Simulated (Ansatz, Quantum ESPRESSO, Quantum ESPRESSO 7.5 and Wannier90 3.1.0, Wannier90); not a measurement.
# Ballistic channels from Wannier functions: straight Ca chain, spacing 3.90 Å

Wanted: localised orbitals and the quantum conductance of this wire: straight Ca chain, spacing 3.90 Å.

Calculated with Quantum ESPRESSO 7.5 and Wannier90 3.1.0; plane-wave DFT, PBE, GBRV ultrasoft pseudopotentials (cross-check by Ansatz 0.2.0 with PAW datasets).

Report form: the programs' logs are mostly left out.

## Step 1: The structure

The cell holds 1 atom: 1 Ca. Cell: a = 8.000 Å, b = 8.000 Å, c = 3.900 Å, α = 90.0°, β = 90.0°, γ = 90.0°. Vacuum lies along a and b. The structure's axis is c.

## Step 2: Ground state

Input file scf.in:

```
&control
  prefix = 'scf'
  outdir = './out'
  pseudo_dir = './pseudo'
  calculation = 'scf'
  tprnfor = .true.
/
&system
  ibrav = 0
  nat = 1
  ntyp = 1
  ecutwfc = 34
  ecutrho = 170
  occupations = 'smearing'
  smearing = 'mv'
  degauss = 0.005
/
&electrons
  conv_thr = 1e-07
  mixing_beta = 0.4
  electron_maxstep = 120
  mixing_mode = 'local-TF'
/
ATOMIC_SPECIES
  Ca  40.0780  ca_pbe_v1.uspp.F.UPF
CELL_PARAMETERS angstrom
  8.00000000000000 0.00000000000000 0.00000000000000
  0.00000000000000 8.00000000000000 0.00000000000000
  0.00000000000000 0.00000000000000 3.90000000000000
ATOMIC_POSITIONS crystal
  Ca  0.000000000000 0.000000000000 0.000000000000
K_POINTS automatic
  1 1 20 0 0 0
```

Run with:

```console
> OMP_NUM_THREADS=1 mpirun -n 2 pw.x -nk 1 -in scf.in > scf.out
```

Elapsed: 12 s, on 2 MPI ranks of Arm Neoverse N1, shared host; peak memory 0.15 GiB; 24 s of CPU time.

Numbers from this step:

| Item | Value |
| --- | --- |
| free energy | -1017.9483 eV |
| Fermi energy | -0.7561 eV |

The program's own clock; routines nest. Time by routine:

```tsv
routine	wall time (s)	calls
PWSCF	11.37	1
electrons	10.4	1
c_bands	4.95	10
cegterg	4.7	110
fftw	4.35	5956
h_psi	4.2	434
vloc_psi	3.94	434
sum_band	2.73	10
newd	1.64	10
mix_rho	0.95	10
init_run	0.6	1
ffts	0.54	504
v_of_rho	0.3	10
forces	0.24	1
```

The run needed 9 iterations to bring the estimated error under 1e-07 Ry.

## Step 3: Full uniform mesh without symmetry

Wannier90 needs the states on a whole uniform mesh, listed point by point, without symmetry.

Input file nscf.in:

```
&control
  prefix = 'nscf'
  outdir = './out'
  pseudo_dir = './pseudo'
  calculation = 'nscf'
/
&system
  ibrav = 0
  nat = 1
  ntyp = 1
  ecutwfc = 34
  ecutrho = 170
  occupations = 'smearing'
  smearing = 'mv'
  degauss = 0.005
  nosym = .true.
  noinv = .true.
  nbnd = 20
/
&electrons
  conv_thr = 1e-09
  mixing_beta = 0.4
  electron_maxstep = 120
  mixing_mode = 'local-TF'
  diago_full_acc = .true.
/
ATOMIC_SPECIES
  Ca  40.0780  ca_pbe_v1.uspp.F.UPF
CELL_PARAMETERS angstrom
  8.00000000000000 0.00000000000000 0.00000000000000
  0.00000000000000 8.00000000000000 0.00000000000000
  0.00000000000000 0.00000000000000 3.90000000000000
ATOMIC_POSITIONS crystal
  Ca  0.000000000000 0.000000000000 0.000000000000
K_POINTS crystal
10
  0.0000000000 0.0000000000 0.0000000000 0.1
  0.0000000000 0.0000000000 0.1000000000 0.1
  0.0000000000 0.0000000000 0.2000000000 0.1
  0.0000000000 0.0000000000 0.3000000000 0.1
  0.0000000000 0.0000000000 0.4000000000 0.1
  0.0000000000 0.0000000000 0.5000000000 0.1
  0.0000000000 0.0000000000 0.6000000000 0.1
  0.0000000000 0.0000000000 0.7000000000 0.1
  0.0000000000 0.0000000000 0.8000000000 0.1
  0.0000000000 0.0000000000 0.9000000000 0.1
```

Run with:

```console
> cp -r out/scf.save out/nscf.save
> cp out/scf.xml out/nscf.xml
> OMP_NUM_THREADS=1 mpirun -n 2 pw.x -nk 1 -in nscf.in > nscf.out
```

It took 12 s on 2 MPI ranks; peak memory 0.13 GiB; 25 s of CPU time.

Numbers from this step:

```
Fermi energy : -0.7571 eV
```

The program's own clock; routines nest. Time by routine:

```tsv
routine	wall time (s)	calls
PWSCF	11.8	1
electrons	11.31	1
c_bands	11.3	1
cegterg	10.89	27
h_psi	8.41	494
vloc_psi	7.96	494
fftw	7.38	9904
init_run	0.35	1
cdiaghg	0.25	467
h_psi:calbec	0.21	494
calbec	0.21	494
s_psi	0.2	494
add_vuspsi	0.2	494
newd	0.17	1
```

## Step 4: Neighbour list from wannier90 -pp

The .win file sets projections and windows: states in the frozen window are kept exactly, the outer window gives room to disentangle.

Input file wan.win:

```
num_wann = 9
num_bands = 20
num_iter = 200
num_print_cycles = 20
conv_tol = 1e-8
conv_window = 5
guiding_centres = true
dis_num_iter = 1500
dis_conv_tol = 1e-8
dis_win_min = -11.7561
dis_win_max = 8.2439
dis_froz_max = 0.7439
search_shells = 120
fermi_energy = -0.7561

transport = true
transport_mode = bulk
one_dim_axis = z
dist_cutoff = 19.4
dist_cutoff_mode = one_dim
tran_win_min = -4.0
tran_win_max = 2.0
tran_energy_step = 0.02

bands_plot = true
bands_num_points = 96
begin kpoint_path
G 0.0 0.0 0.0 Z 0.0 0.0 0.5
end kpoint_path

begin projections
Ca:s;p;d
end projections

begin unit_cell_cart
ang
  8.0000000000 0.0000000000 0.0000000000
  0.0000000000 8.0000000000 0.0000000000
  0.0000000000 0.0000000000 3.9000000000
end unit_cell_cart

begin atoms_frac
  Ca 0.0000000000 0.0000000000 0.0000000000
end atoms_frac

mp_grid = 1 1 10
begin kpoints
  0.0 0.0 0.0000000000
  0.0 0.0 0.1000000000
  0.0 0.0 0.2000000000
  0.0 0.0 0.3000000000
  0.0 0.0 0.4000000000
  0.0 0.0 0.5000000000
  0.0 0.0 0.6000000000
  0.0 0.0 0.7000000000
  0.0 0.0 0.8000000000
  0.0 0.0 0.9000000000
end kpoints
```

Run with:

```console
> OMP_NUM_THREADS=1 wannier90.x -pp wan > wan.pp.log
```

Wall time 0.49 s (1 MPI rank); peak memory 0.09 GiB.

## Step 5: Overlaps and projections

pw2wannier90.x computes the overlaps between neighbouring k-points and the projections.

Input file wan.p2w.in:

```
&inputpp
  prefix = 'nscf'
  outdir = './out'
  seedname = 'wan'
  write_mmn = .true.
  write_amn = .true.
  write_unk = .false.
/
```

Run with:

```console
> OMP_NUM_THREADS=1 mpirun -n 2 pw2wannier90.x -in wan.p2w.in > wan.p2w.out
```

Wall time 6.9 s (2 MPI ranks); peak memory 0.13 GiB; 14 s of CPU time.

## Step 6: Wannier functions and transport

After disentangling and localising, transport_mode = bulk builds principal layers from hoppings within dist_cutoff and counts open channels.

wan.win is that of step 4.

Run with:

```console
> OMP_NUM_THREADS=1 wannier90.x wan > wan.run.log
```

Run time: 4.4 s. Hardware: 1 MPI rank; peak memory 0.09 GiB.

Read from the output:

- lead channels at the Fermi level, one spin: 3.21e-4
- total spread: 22.48 Å²
- gauge-invariant spread: 17.06 Å²
- largest misfit to plane-wave levels between mesh points, inside the frozen window: 0.002852 eV

Per spin. Table of quantum conductance of the perfect wire, open channels by energy, zero at the Fermi level:

```tsv
energy (eV)	quantum conductance of the perfect wire, open channels
-2.600	1.1e-7
-2.400	1.000
-2.200	1
-2.000	1
-1.800	1
-1.600	1
-1.400	1
-1.200	1
-1.020	1
-0.800	1
-0.600	1
-0.400	1
-0.200	1
0.000	3.2e-4
0.200	4
0.400	5.00
0.600	1.00
0.800	2.00
1.000	1.0e-9
1.200	1.0e-9
1.400	1.5e-6
1.600	2
1.800	2
2.000	2
```

Wannier functions:

```tsv
no.	x (Å)	y (Å)	z (Å)	spread (Å²)
1	-0.9847	-0.7591	0.7223	2.843
2	-0.8353	0.2167	-0.9429	3.204
3	1.175	-0.2023	0.5395	2.643
4	-0.008101	1.286	0.5312	2.715
5	-0.07626	0.01978	0.1752	2.428
6	0.7423	-0.05634	-0.6447	2.579
7	0.01819	-0.08748	-0.4745	2.289
8	-0.03875	-0.4095	0.0758	2.217
9	0.03349	0.1214	0.02148	1.561
```

Electronic bands along the path, in eV, zero at the Fermi level; v1 is the highest filled band, c1 the lowest empty one:

```tsv
point	v1	c1	c2	c3	c4
Γ	-2.53	0.04	0.36	0.52	0.57
halfway	-1.78	0.30	0.30	0.42	0.59
Z	-0.02	0.03	0.06	0.06	0.83
```

Bands and channels are those of the Wannier model: bands that were not projected, and all outside the frozen window, are missing or only approximate.

Disentanglement stopped at its cap on iterations, so these spreads are not final.

## Step 7: Neighbour list from wannier90 -pp, with dist_cutoff = 4.68

How much does a setting matter? One run is repeated with a change.

wan_w.win is the input of step 6 with these lines changed:

```diff
@@ -18,3 +18,3 @@
 one_dim_axis = z
-dist_cutoff = 19.4
+dist_cutoff = 4.68
 dist_cutoff_mode = one_dim
```

Run with:

```console
> OMP_NUM_THREADS=1 wannier90.x -pp wan_w > wan_w.pp.log
```

The job ended after 0.48 s (1 MPI rank; peak memory 0.09 GiB).

## Step 8: Overlaps and projections

The same post-processing, on the changed run.

Input file wan_w.p2w.in:

```
&inputpp
  prefix = 'nscf'
  outdir = './out'
  seedname = 'wan_w'
  write_mmn = .true.
  write_amn = .true.
  write_unk = .false.
/
```

Run with:

```console
> OMP_NUM_THREADS=1 mpirun -n 2 pw2wannier90.x -in wan_w.p2w.in > wan_w.p2w.out
```

Elapsed: 6.9 s, on 2 MPI ranks; peak memory 0.13 GiB; 14 s of CPU time.

## Step 9: Localisation, bands and conductance, with dist_cutoff = 4.68

wan_w.win is the input of step 6 with these lines changed:

```diff
@@ -18,3 +18,3 @@
 one_dim_axis = z
-dist_cutoff = 19.4
+dist_cutoff = 4.68
 dist_cutoff_mode = one_dim
```

Run with:

```console
> OMP_NUM_THREADS=1 wannier90.x wan_w > wan_w.run.log
```

Elapsed: 2 s, on 1 MPI rank; peak memory 0.09 GiB.

The changed values were drawn from a wide range, not chosen for quality; the comparison shows what they did here together.

The total spread is 22.5 against 22.5 Å². Between −2 and 1.5 eV the channel count differs from the first run's at 10 % of the energies, and at the Fermi level it is 0 against 0. Spreads don't depend on this cutoff; only the transport does.

## Step 10: Neighbour list from wannier90 -pp, with num_wann = 10

One more run, with a changed input.

wan_bad.win is the input of step 6 with these lines changed:

```diff
@@ -1,2 +1,2 @@
-num_wann = 9
+num_wann = 10
 num_bands = 20
```

Run with:

```console
> OMP_NUM_THREADS=1 wannier90.x -pp wan_bad > wan_bad.pp.log
```

Run time: 0.46 s. Hardware: 1 MPI rank; peak memory 0.09 GiB.

The input was rejected at the start.

The fault put into the input: more Wannier functions than projections (num_wann = 10).

Each Wannier function needs a starting projection, or random ones must be asked for.

## Step 11: The same in Ansatz

As a check, the same structure is run in Ansatz.

Level of this step: plane-wave DFT, PBE, Ansatz PAW (Ansatz 0.2.0).

System of this step: straight Ca chain, spacing 3.90 Å, 2 periods. The cell holds 2 atoms: 2 Ca. Cell: a = 8.000 Å, b = 8.000 Å, c = 7.800 Å, α = 90.0°, β = 90.0°, γ = 90.0°. Vacuum lies along a and b. The structure's axis is c.

Input file input.yaml:

```yaml
crystal:
  lattice:
    - [8.0, 0.0, 0.0]
    - [0.0, 8.0, 0.0]
    - [0.0, 0.0, 7.8]
  atoms:
    - { symbol: Ca, position: [0.0, 0.0, 0.0] }
    - { symbol: Ca, position: [0.0, 0.0, 0.5] }
kpoints:
  mp_grid: { grid: [1, 1, 10] }
hamiltonian:
  xc: pbe
scf:
  occupations: { method: fermi_dirac, width: 0.05 }
  convergence: { dr2_threshold: 1.0e-08 }
output:
  transmission:
    leads: [[0, 0]]
    e_range: [-4.0, 2.0]
    de: 0.05
    kmesh: [1, 1]
    reduced_basis: true
```

Run with:

```console
> ansatz run input.yaml --threads 2 --pin off --max-ram 4096MiB --backend cpu --events-out ev --progress --plain --runs-dir out
```

It took 64 s on 2 threads; peak memory 0.49 GiB; 2.1 min of CPU time.

Read from the output:

```
free energy                                : -3630.8255 eV
energy at zero smearing                    : -3630.8067 eV
smearing term TS                           : 0.03777 eV
Fermi energy                               : -0.8233 eV
symmetry operations                        : 32
lead channels at the Fermi level, one spin : 1
```

Per spin. The open channels by energy, zero at the Fermi level:

```tsv
energy (eV)	open channels
-2.5000	0
-2.2500	1
-2.0000	1
-1.7500	1
-1.5000	1
-1.2500	1
-1.0000	1
-0.7500	1
-0.5000	1
-0.2500	1
0.0000	1
0.2500	4
0.5000	5
0.7500	2
1.0000	0
1.2500	0
1.5000	0
1.7500	2
2.0000	2
```

## Step 12: What came out

```yaml
open_channels_at_the_fermi_level_per_spin: 0
gap_in_the_conductance_to_one_step_of_the_energy_grid: 0.04 eV
total_spread: 22.5 Å²
gauge_invariant_spread: 17.1 Å²
largest_band_misfit_in_the_frozen_window: 0.00285 eV
channels_at_the_fermi_level_by_ansatz: 1
```

In words: At the Fermi level the Wannier model counts 0 and Ansatz 1 channels per spin, so the count is not settled: a band edge near the level, or a flaw of the model, decides it. Between -4 and 1.5 eV the channel count from Wannier functions equals that from Ansatz's layer matching at 88 % of the energies; outside the frozen window the Wannier bands are not held to the plane-wave ones. A band edge of the lead lies within 0.06 eV of the Fermi level, so the channel count there hangs on small shifts and on temperature. Each plane-wave level in the frozen window has a Wannier level within 0.01 eV; this test doesn't see extra bands that a model may add. Disentanglement stopped at its cap on iterations, so the spreads are not final; the frozen states are kept all the same. The wire is perfect, so the conductance only counts bands: each channel, with its partner of the other spin, carries G₀ = 2e²/h. It was run without spin polarisation, which was not tested.

[Logs are printed without paths, hosts, clocks, repeated set-up lines and the standing remarks that a program may print on its own settings, such as how far it seeks lower states.]

[Hosts, paths, dates, database ids (printed as entryN), source tags and the programs' standing remarks are cut or masked in the printed files.]

[Maps of the electrostatic potential energy from Ansatz leave out the sawtooth potential of an applied field or a dipole correction, so their vacuum need not be flat; planar profiles and work functions include it.]
